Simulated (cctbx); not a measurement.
**Symmetry from intensities**

Cell: a = 3.5750 Å, b = 14.6830 Å, c = 19.0200 Å, α = 90.00°, β = 90.00°, γ = 90.00°. Expected content of the cell: Sb24 Rh32.

The data are simulated with cctbx, not measured: Mo Kα, λ = 0.71073 Å, to d = 0.6 Å, 70 % of the full sphere, strongest reflection 5000 counts, noise from counting, a 4 % proportional error and a noise floor of 4 counts (s.d.); no absorption.

A first pass over the reflections prints:

```text
13434 reflections to d = 0.600 A
centring   violations  <I/sigma> of those
    A       1182 of  6660      1.8
    B       1182 of  6738      1.8
    C          2 of  6764     -0.0
    I       1122 of  6720      1.7
    R       1601 of  8938      1.8
    F       1183 of 10081      1.2
Laue class    unique    Rint  (classes that these axes allow; Friedel mates merged)
C 1 2/m 1        2450   0.102
C 2/m 1 1        2634   0.101
C m m m          1424   0.110
space group    extra absences  I>4sigma  <I/sigma>
C 2 2 21               17          0       0.1  acentric
C 2 2 2                 0          0         -  acentric
C m m 2                 0          0         -  acentric
C m c 21               97          0       0.1  acentric
C 2 m m                 0          0         -  acentric
C m 2 m                 0          0         -  acentric
C 2 c m                97          0       0.1  acentric
C m c m                97          0       0.1  centric
C m m m                 0          0         -  centric
Wilson B = 1.00 A^2   <|E^2-1|> = 0.866 (0.968 centric, 0.736 acentric)   E^2>4: 2.9 %
shell (A)         n   <I/sigma>
 9.51 - 1.20    206     12.3
 1.20 - 0.95    185     10.6
 0.95 - 0.83    180      7.6
 0.83 - 0.76    173      7.5
 0.76 - 0.70    169      5.3
 0.70 - 0.66    181      5.1
 0.66 - 0.63    169      4.9
 0.63 - 0.60    161      4.5
```

**Question.** What are the lattice type, the Laue class and the likely space group?

The reflections that C centring forbids are absent (⟨I/σ⟩ near 0), so the lattice is C.

Rint stays low (0.101 to 0.110) up to C m m m, the highest class in these axes.

9 settings pass the absence test. The most absences obeyed, 97, belong to C m c 21, C 2 c m and C m c m, which absences can't tell apart.

⟨|E²−1|⟩ = 0.866 lies between the two ideal values. The Wilson B of 1.00 Å² means U ≈ 0.0127 Å².

The true group is Cmcm (no. 63), Laue class mmm, centrosymmetric. The tables only narrow the choice to the tied entries; cell content, site symmetry and trial solutions must settle it.

The model is made up (kin elements in a known structure type, no relaxation), so it says nothing on whether the phase exists.

[Logs are printed without paths, hosts, clocks, repeated set-up lines and the standing remarks that a program may print on its own settings, such as how far it seeks lower states.]
